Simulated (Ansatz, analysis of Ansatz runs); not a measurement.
# CsLi2Cl3 (Immm), nudged elastic band: V_Cl hop (3.4 Å) (q = +1)

Aim: the barrier of one jump in CsLi2Cl3 (Immm) at charge +1: V_Cl hop (3.4 Å). The model is a cell of 108 host atoms with 1 Cl taken out; Cl is the atom that moves.

Calculated with Ansatz 0.2.0; plane-wave PAW DFT, PBEsol; nudged elastic band between two relaxed defect structures at fixed charge in a uniform background.

## Step 1: Starting point

The cell holds 107 atoms: 18 Cs, 36 Li and 53 Cl. Cell: a = 13.503 Å, b = 15.370 Å, c = 14.019 Å, α = 111.4°, β = 108.7°, γ = 90.0°. It derives from CsLi2Cl3 (space group Immm). Nearest the centre at fractional (0.334, 0.667, 0.751): Cl35 at 1.72 Å, Li21 at 1.84 Å, Li67 at 1.85 Å, Cl65 at 3.49 Å, Cs60 at 3.49 Å, Cs19 at 3.52 Å, Cl71 at 3.52 Å, Cl70 at 3.62 Å. The cell carries charge +1.

The cell's shortest repeat is 13.5 Å.

## Step 2: Relaxation of the start point, charge +1

The ends come first: from an unrelaxed start the top is counted from too high an energy, and the barrier comes out too low. Small random displacements break the symmetry of the ideal sites, so that the defect can distort if it gains by it. The charge of +1 is set by the electron count, and a uniform background keeps the cell neutral.

qp1_c108k1s.start/input.yaml

```yaml
crystal:
  lattice:
    - [13.50323186, 0.0, 0.0]
    - [0.0, -15.369514, 0.0]
    - [-4.50107729, 5.12317133, -12.24892595]
  atoms:
    - { symbol: Cs, position: [0.16666667, 0.16666667, 0.0] }
    - { symbol: Li, position: [0.06427829, 0.06427829, 0.19283486] }
[... 8 atom lines left out ...]
    - { symbol: Cl, position: [0.25735653, 0.09068987, 0.7720696] }
[... 1 atom line left out ...]
    - { symbol: Cs, position: [0.16666667, 0.5, 0.0] }
[... 1 atom line left out ...]
    - { symbol: Li, position: [0.26905505, 0.60238838, 0.30716514] }
[... 1 atom line left out ...]
    - { symbol: Cl, position: [0.25735653, 0.4240232, 0.2720696] }
[... 1 atom line left out ...]
    - { symbol: Cs, position: [0.16666667, 0.5, 0.5] }
    - { symbol: Li, position: [0.06427829, 0.39761162, 0.69283486] }
    - { symbol: Li, position: [0.26905505, 0.60238838, 0.80716514] }
    - { symbol: Cl, position: [0.0759768, 0.5759768, 0.7279304] }
    - { symbol: Cl, position: [0.25735653, 0.4240232, 0.7720696] }
    - { symbol: Cl, position: [0.0, 0.33333333, 0.5] }
    - { symbol: Cs, position: [0.16666667, 0.83333333, 0.0] }
[... 4 atom lines left out ...]
    - { symbol: Cl, position: [0.0, 0.66666667, 0.0] }
    - { symbol: Cs, position: [0.16666667, 0.83333333, 0.5] }
    - { symbol: Li, position: [0.06427829, 0.73094495, 0.69283486] }
    - { symbol: Li, position: [0.26905505, 0.93572171, 0.80716514] }
    - { symbol: Cl, position: [0.0759768, 0.90931013, 0.7279304] }
    - { symbol: Cl, position: [0.25735653, 0.75735653, 0.7720696] }
    - { symbol: Cl, position: [0.0, 0.66666667, 0.5] }
[... 5 atom lines left out ...]
    - { symbol: Cl, position: [0.33333333, 0.0, 0.0] }
[... 3 atom lines left out ...]
    - { symbol: Cl, position: [0.40931013, 0.24264347, 0.7279304] }
[... 2 atom lines left out ...]
    - { symbol: Cs, position: [0.5, 0.5, 0.0] }
[... 5 atom lines left out ...]
    - { symbol: Cs, position: [0.5, 0.5, 0.5] }
    - { symbol: Li, position: [0.39761162, 0.39761162, 0.69283486] }
    - { symbol: Li, position: [0.60238838, 0.60238838, 0.80716514] }
    - { symbol: Cl, position: [0.59068987, 0.4240232, 0.7720696] }
    - { symbol: Cl, position: [0.33333333, 0.33333333, 0.5] }
    - { symbol: Cs, position: [0.5, 0.83333333, 0.0] }
    - { symbol: Li, position: [0.39761162, 0.73094495, 0.19283486] }
[... 1 atom line left out ...]
    - { symbol: Cl, position: [0.40931013, 0.90931013, 0.2279304] }
[... 1 atom line left out ...]
    - { symbol: Cl, position: [0.33333333, 0.66666667, 0.0] }
    - { symbol: Cs, position: [0.5, 0.83333333, 0.5] }
    - { symbol: Li, position: [0.39761162, 0.73094495, 0.69283486] }
    - { symbol: Li, position: [0.60238838, 0.93572171, 0.80716514] }
    - { symbol: Cl, position: [0.40931013, 0.90931013, 0.7279304] }
    - { symbol: Cl, position: [0.59068987, 0.75735653, 0.7720696] }
    - { symbol: Cl, position: [0.33333333, 0.66666667, 0.5] }
[... 5 atom lines left out ...]
    - { symbol: Cl, position: [0.66666667, 0.0, 0.0] }
[... 8 atom lines left out ...]
    - { symbol: Li, position: [0.93572171, 0.60238838, 0.30716514] }
[... 5 atom lines left out ...]
    - { symbol: Li, position: [0.93572171, 0.60238838, 0.80716514] }
    - { symbol: Cl, position: [0.74264347, 0.5759768, 0.7279304] }
[... 2 atom lines left out ...]
    - { symbol: Cs, position: [0.83333333, 0.83333333, 0.0] }
    - { symbol: Li, position: [0.73094495, 0.73094495, 0.19283486] }
[... 3 atom lines left out ...]
    - { symbol: Cl, position: [0.66666667, 0.66666667, 0.0] }
[... 1 atom line left out ...]
    - { symbol: Li, position: [0.73094495, 0.73094495, 0.69283486] }
[... 2 atom lines left out ...]
    - { symbol: Cl, position: [0.9240232, 0.75735653, 0.7720696] }
    - { symbol: Cl, position: [0.66666667, 0.66666667, 0.5] }
total_charge: 1
basis:
  ecutwfc: 420
  xc_grid: 2
hamiltonian:
  xc: pbesol
kpoints:
  mp_grid: { grid: [1, 1, 1], shift: [0.25, 0.25, 0.25] }
scf:
  occupations: { method: fixed }
  max_iter: 150
output:
  forces: true
relax:
  f_tol: 0.02
  max_steps: 70
  random_displacement: { amplitude: 0.03, seed: 3106 }
```

Started as:

```
> ansatz run input.yaml --threads 8 --pin off --max-ram 14131MiB --backend cpu --events-out ev --progress --plain --runs-dir out
```

What it wrote:

```text
The last accepted step is kept in <dir> (removed where the run ends without a failure and the disk answers)
Engine: ansatz 0.2.0, aarch64-unknown-linux-gnu
Pseudopotentials: kind: paw
Pseudopotential: Cs, paw, valence charge 9, recommended cutoff 420 eV (normal), Cs.paw.azcp
Pseudopotential: Li, paw, valence charge 3, recommended cutoff 420 eV (normal), Li.paw.azcp
Pseudopotential: Cl, paw, valence charge 7, recommended cutoff 420 eV (normal), Cl.paw.azcp
Functional definition: PBEsol
  exchange = pbesol_x
  correlation = pbesol_c
Crystal: 107 atoms, lattice volume = 2542.119 Å³
Basis set: ecut = 420 eV, 49711 PW (Γ), exchange–correlation on 192×216×192 points (8 copies of the dense FFT grid, shifted against one another)
Bands: 427, of which v1, the nominal top of the filled ones, is band 320 counted from 1 (319 counted from 0)
Symmetry: 1 space group operations
k-points: 1
Non-local potential: Cs, projectors of the file, l = 0: 3, l = 1: 2, l = 2: 2, l = 3: 2
Non-local potential: Li, projectors of the file, l = 0: 3, l = 1: 2, l = 2: 1
Non-local potential: Cl, projectors of the file, l = 0: 2, l = 1: 2, l = 2: 2
PAW form: soft (Blöchl's): semilocal exchange-correlation on the pseudo side does not see the compensation charge
PAW frozen core: Cs, regenerated for the run's functional, and the local potential with it (the file was generated under x = pbe(κ = 0.804, μ = 0.219515), c = pbe(β = 0.066725))
PAW frozen core: Cl, regenerated for the run's functional, and the local potential with it (the file was generated under x = pbe(κ = 0.804, μ = 0.219515), c = pbe(β = 0.066725))
PAW one-centre angular grid: Cs, 194 points (default); XC on 64 Gauss nodes
PAW one-centre angular grid: Li, 110 points (default); XC on 64 Gauss nodes
PAW one-centre angular grid: Cl, 110 points (default); XC on 64 Gauss nodes
Initial density: superposition of atomic densities (neutral atoms scaled as one to the charged cell's electrons: chi_scale 0, normalization atom), corrected by the library's trained network
Initial wavefunctions: pseudopotential atomic-orbital guess
Functional: x = pbesol(κ = 0.804, μ = 0.123457), c = pbesol(β = 0.046)
SCF iter   1: F=—  HF=-164279.381997 eV  |F-HF|=—  |Δ(HF+E_count)|=         —  Δρ=2.76e-3  dr2=4.07e-1  ethr=1.77e-3  ⟨swp⟩=8.0  Hψ=1659  notcnv=0  defer=104
preconditioner: auto → Resta (q_TF=auto, 2.168 Å⁻¹)  ε∞=2.9  [insulator: Δε(μ)=3.437 eV  Ē_g=12.368 eV  n_scr=450 (ndim 8)  ℏωp=17.0 eV  f_vac=0.006  ε∞_Penn≈2.9]
SCF iter   2: F=—  HF=-164279.281369 eV  |F-HF|=—  |Δ(HF+E_count)|=   1.01e-1  Δρ=1.22e-3  dr2=9.55e-2  ethr=6.36e-5  ⟨swp⟩=4.0  Hψ=704  notcnv=0  defer=105
SCF iter   3: F=—  HF=-164279.272639 eV  |F-HF|=—  |Δ(HF+E_count)|=   8.73e-3  Δρ=3.73e-4  dr2=1.18e-2  ethr=1.49e-5  ⟨swp⟩=5.0  Hψ=650  notcnv=0  defer=97
automatic band count: iteration 3 solves 419 bands in place of 427: the levels show a gap, and the empty bands left out lie too high to hold charge; the band table lists the bands solved (type scf.n_extra_bands for more)
SCF iter   4: F=—  HF=-164279.279515 eV  |F-HF|=—  |Δ(HF+E_count)|=   6.88e-3  Δρ=9.44e-5  dr2=6.72e-4  ethr=1.85e-6  ⟨swp⟩=4.0  Hψ=649  notcnv=0  defer=97
SCF iter   5: F=—  HF=-164279.281003 eV  |F-HF|=—  |Δ(HF+E_count)|=   1.49e-3  Δρ=2.70e-5  dr2=4.58e-5  ethr=1.05e-7  ⟨swp⟩=4.0  Hψ=744  notcnv=0  defer=97
SCF iter   6: F=—  HF=-164279.281136 eV  |F-HF|=—  |Δ(HF+E_count)|=   1.33e-4  Δρ=1.10e-5  dr2=3.92e-6  ethr=1.56e-9  ⟨swp⟩=5.0  Hψ=1349  notcnv=0
SCF iter   7: F=-164279.281141 eV  HF=-164279.281140 eV  |F-HF|=3.79e-7  |Δ(HF+E_count)|=   4.59e-6  Δρ=2.71e-6  dr2=2.67e-7  ethr=6.12e-10  ⟨swp⟩=2.0  Hψ=1140  notcnv=0
SCF 1 converged in 7 iterations: F = -164279.281141 eV  dr2 = 2.67e-7
  greatest PAW one-centre occupation: 1.000 electrons in one spin orbital (limit 2), on the Li atom at site 49 (counted from 0), in its partial waves of l = 0
relax step   1: F+E_penalty+E_count = -164279.28114058 eV  Δ(F+E_penalty+E_count) = +0.000e0 eV  max|allowed force component| = 8.937e-1 eV/Å  Δτ_max = 0.0000 Å  (7 SCF iters, dr2 threshold 1.00e-5 eV, accepted)
[... the SCF cycles and remarks between the steps are left out from here to the last step ...]
relax step   2: F+E_penalty+E_count = -164280.22501395 eV  Δ(F+E_penalty+E_count) = -9.439e-1 eV  max|allowed force component| = 4.125e-1 eV/Å  Δτ_max = 0.1949 Å  (6 SCF iters, dr2 threshold 4.99e-5 eV, accepted)
relax step   3: F+E_penalty+E_count = -164280.51229616 eV  Δ(F+E_penalty+E_count) = -2.873e-1 eV  max|allowed force component| = 8.768e-2 eV/Å  Δτ_max = 0.1510 Å  (6 SCF iters, dr2 threshold 1.06e-5 eV, accepted)
relax step   4: F+E_penalty+E_count = -164280.54818678 eV  Δ(F+E_penalty+E_count) = -3.589e-2 eV  max|allowed force component| = 9.247e-2 eV/Å  Δτ_max = 0.2000 Å  (7 SCF iters, dr2 threshold 4.80e-7 eV, accepted)
relax step   5: F+E_penalty+E_count = -164280.58514110 eV  Δ(F+E_penalty+E_count) = -3.695e-2 eV  max|allowed force component| = 3.323e-2 eV/Å  Δτ_max = 0.0667 Å  (6 SCF iters, dr2 threshold 5.34e-7 eV, accepted)
relax step   6: F+E_penalty+E_count = -164280.58608264 eV  Δ(F+E_penalty+E_count) = -9.415e-4 eV  max|allowed force component| = 3.094e-2 eV/Å  Δτ_max = 0.1300 Å  (6 SCF iters, accepted)
relax step   7: F+E_penalty+E_count = -164280.59032783 eV  Δ(F+E_penalty+E_count) = -4.245e-3 eV  max|allowed force component| = 5.684e-3 eV/Å  Δτ_max = 0.0880 Å  (6 SCF iters, accepted)
SCF iter   1: F=—  HF=-164280.590557 eV  |F-HF|=—  |Δ(HF+E_count)|=         —  Δρ=2.73e-4  dr2=2.03e-3  ethr=3.46e-6  ⟨swp⟩=3.0  Hψ=758  notcnv=0  defer=97
automatic band count: iteration 1 solves 419 bands in place of 427: the levels show a gap, and the empty bands left out lie too high to hold charge; the band table lists the bands solved (type scf.n_extra_bands for more)
SCF iter   2: F=—  HF=-164280.590312 eV  |F-HF|=—  |Δ(HF+E_count)|=   2.45e-4  Δρ=1.40e-4  dr2=4.77e-4  ethr=3.18e-7  ⟨swp⟩=2.0  Hψ=740  notcnv=0  defer=97
SCF iter   3: F=—  HF=-164280.590258 eV  |F-HF|=—  |Δ(HF+E_count)|=   5.41e-5  Δρ=2.05e-5  dr2=1.43e-5  ethr=7.45e-8  ⟨swp⟩=2.0  Hψ=643  notcnv=0  defer=90
SCF iter   4: F=—  HF=-164280.590494 eV  |F-HF|=—  |Δ(HF+E_count)|=   2.36e-4  Δρ=4.94e-6  dr2=6.09e-7  ethr=2.23e-9  ⟨swp⟩=2.0  Hψ=649  notcnv=0  defer=90
SCF iter   5: F=-164280.590495 eV  HF=-164280.590495 eV  |F-HF|=2.10e-8  |Δ(HF+E_count)|=   6.48e-7  Δρ=1.16e-6  dr2=3.90e-8  ethr=1.56e-11  ⟨swp⟩=4.0  Hψ=1322  notcnv=0
SCF 8 converged in 5 iterations: F = -164280.590495 eV  dr2 = 3.90e-8
relax step   8: F+E_penalty+E_count = -164280.59049468 eV  Δ(F+E_penalty+E_count) = -1.669e-4 eV  max|allowed force component| = 7.705e-3 eV/Å  Δτ_max = 0.0325 Å  (5 SCF iters, accepted)
SCF converged after 5 iterations
Free energy (F): -164280.590495 eV
Harris-Foulkes:  -164280.590495 eV  (|F-HF|=2.10e-8)
Internal energy: -164280.590495 eV  (E = F + TS)
E sigma→0 (E₀):  -164280.590495 eV
Fermi energy:    2.047934 eV
--- Per-component energies (eV) ---
  E_band       = -4820.783229
  E_kinetic    = 11912.944833
  E_local      = -20893.894426  (includes V_loc(G=0)·N_el)
  E_nonlocal   = 902.404584
  E_hartree    = 6587.045843
  E_xc         = -9138.582709
  E_vxc        = -9241.110539  (∫ρ·V_xc dr)
  E_paw        = -124429.064447  (= ΣΔE_a)
  E_vpaw       = -675.228677  (= ΣTr[D̂ρ^β])
  E_aug_tail   = 0.005405  (compensation charges beyond the density's cutoff)
  E_ewald      = -29228.201361
  E_core_change = 6.751783  (= ΣΔE_core)
  E_smearing   = -0.000000  (= −TS)
  E_closure    = 0.000000  (closes the sum)
  E_deformation_potential = 11.312632  (in the stress; not in F)
  Σ components = -164280.590495   (vs F -164280.590495, Δ=0.00e0)
--- Forces (eV/Å), atoms counted from 1 ---
  atom   1  Cs     0.00045847    -0.00106575     0.00000948
  atom   2  Li     0.00061601     0.00087009    -0.00091691
  [... 16 atoms left out ...]
  atom  19  Cs    -0.00112368     0.00054350    -0.00100558
  [... 1 atom left out ...]
  atom  21  Li     0.00119878    -0.00084987    -0.00088077
  atom  22  Cl    -0.00469892     0.00115442     0.00136294
  [... 12 atoms left out ...]
  atom  35  Cl     0.00344255    -0.00088791     0.00115839
  [... 21 atoms left out ...]
  atom  57  Li    -0.00080986     0.00112051     0.00117465
  [... 2 atoms left out ...]
  atom  60  Cs     0.00035696    -0.00179685    -0.00057278
  [... 4 atoms left out ...]
  atom  65  Cl    -0.00039593     0.00189559     0.00171523
  [... 1 atom left out ...]
  atom  67  Li    -0.00143235     0.00065799    -0.00089670
  [... 2 atoms left out ...]
  atom  70  Cl    -0.00086024     0.00080793    -0.00015114
  atom  71  Cl    -0.00066646     0.00005624     0.00047091
  [... 36 atoms left out ...]
  max |Σ_I F_I| component: 2.96e-5 eV/Å
--- Relaxed structure (8 steps of the walk, 8 accepted, 0 SCFs on fresh bases) ---
  F+E_penalty+E_count = -164280.59049468 eV   max|allowed force component| = 7.705e-3 eV/Å
  atoms:
    - { symbol: Cs, position: [0.168062, 0.167341, 0.003555] }
    - { symbol: Li, position: [0.063739, 0.065290, 0.192731] }
    [... 16 atoms left out ...]
    - { symbol: Cs, position: [0.162850, 0.499694, 0.499316] }
    [... 1 atom left out ...]
    - { symbol: Li, position: [0.247336, 0.605711, 0.815101] }
    - { symbol: Cl, position: [0.064843, 0.575271, 0.724825] }
    [... 12 atoms left out ...]
    - { symbol: Cl, position: [0.266673, 0.732696, 0.760727] }
    [... 21 atoms left out ...]
    - { symbol: Li, position: [0.629759, 0.604915, 0.815556] }
    [... 2 atoms left out ...]
    - { symbol: Cs, position: [0.501395, 0.832660, 0.002904] }
    [... 4 atoms left out ...]
    - { symbol: Cl, position: [0.330630, 0.667991, 0.002227] }
    [... 1 atom left out ...]
    - { symbol: Li, position: [0.395258, 0.747659, 0.685459] }
    [... 2 atoms left out ...]
    - { symbol: Cl, position: [0.573345, 0.731323, 0.760540] }
    - { symbol: Cl, position: [0.332979, 0.663989, 0.499295] }
    [... 36 atoms left out ...]
```

Wall time 5.6 min (8 threads of Arm Neoverse N1, shared host); peak memory 4.7 GiB; 43 min of CPU time.

In the SCF lines HF is the Harris–Foulkes energy and dr2 the Hartree energy of the density residual, in eV; the loop may stop once dr2 is under the threshold and the program's other checks hold. Hψ counts applications of the Hamiltonian.

Step by step:

```
step  energy less that of the first step (eV)  largest force component (eV/Å)
   1                                   0.0000                          0.8937
   2                                  -0.9439                          0.4125
   3                                  -1.2312                          0.0877
   4                                  -1.2670                          0.0925
   5                                  -1.3040                          0.0332
   6                                  -1.3049                          0.0309
   7                                  -1.3092                          0.0057
   8                                  -1.3094                          0.0077
```

The atoms that moved most (Å, from the sites as typed, ahead of the random displacement, the mean shift of all atoms taken out):

```
atom      dx      dy      dz  length
Cl23   0.185  -0.345   0.148   0.418
Cl70  -0.182   0.344   0.142   0.414
Cl35   0.177   0.324   0.140   0.394
Cl58  -0.177  -0.324   0.136   0.393
Li57   0.332   0.007  -0.102   0.348
Li21  -0.329  -0.008  -0.097   0.343
Li56   0.001   0.293   0.094   0.308
Li67   0.002  -0.292   0.091   0.306
```

Neighbours of Cl35 at the end:

```
atom  distance (Å)
Li67         2.353
Li21         2.382
Li32         2.585
Li33         3.098
Cl22         3.430
Cl69         3.588
Cs60         3.635
Cl34         3.673
Cl65         3.712
```

Numbers from this step:

| Item | Value |
| --- | --- |
| free energy | -164280.5905 eV |
| r.m.s. move of the farther half of the atoms | 0.04715 Å |
| largest move from the ideal geometry of this structure, a common shift of the far atoms taken out | 0.4223 Å |

The relaxation gained 1.309 eV and ended with a largest force component of 0.0077 eV/Å.

[end of part 1 of 3]

[Long decimals in the printed logs are rounded to 6 places.]

[Repeated set-up lines and some long k-point lines are left out of the logs, and relaxed atomic positions are cut to six decimals.]

[Logs are printed without paths, hosts, clocks, repeated set-up lines and the standing remarks that a program may print on its own settings, such as how far it seeks lower states.]

[Hosts, paths, dates, database ids (printed as entryN), source tags and the programs' standing remarks are cut or masked in the printed files.]
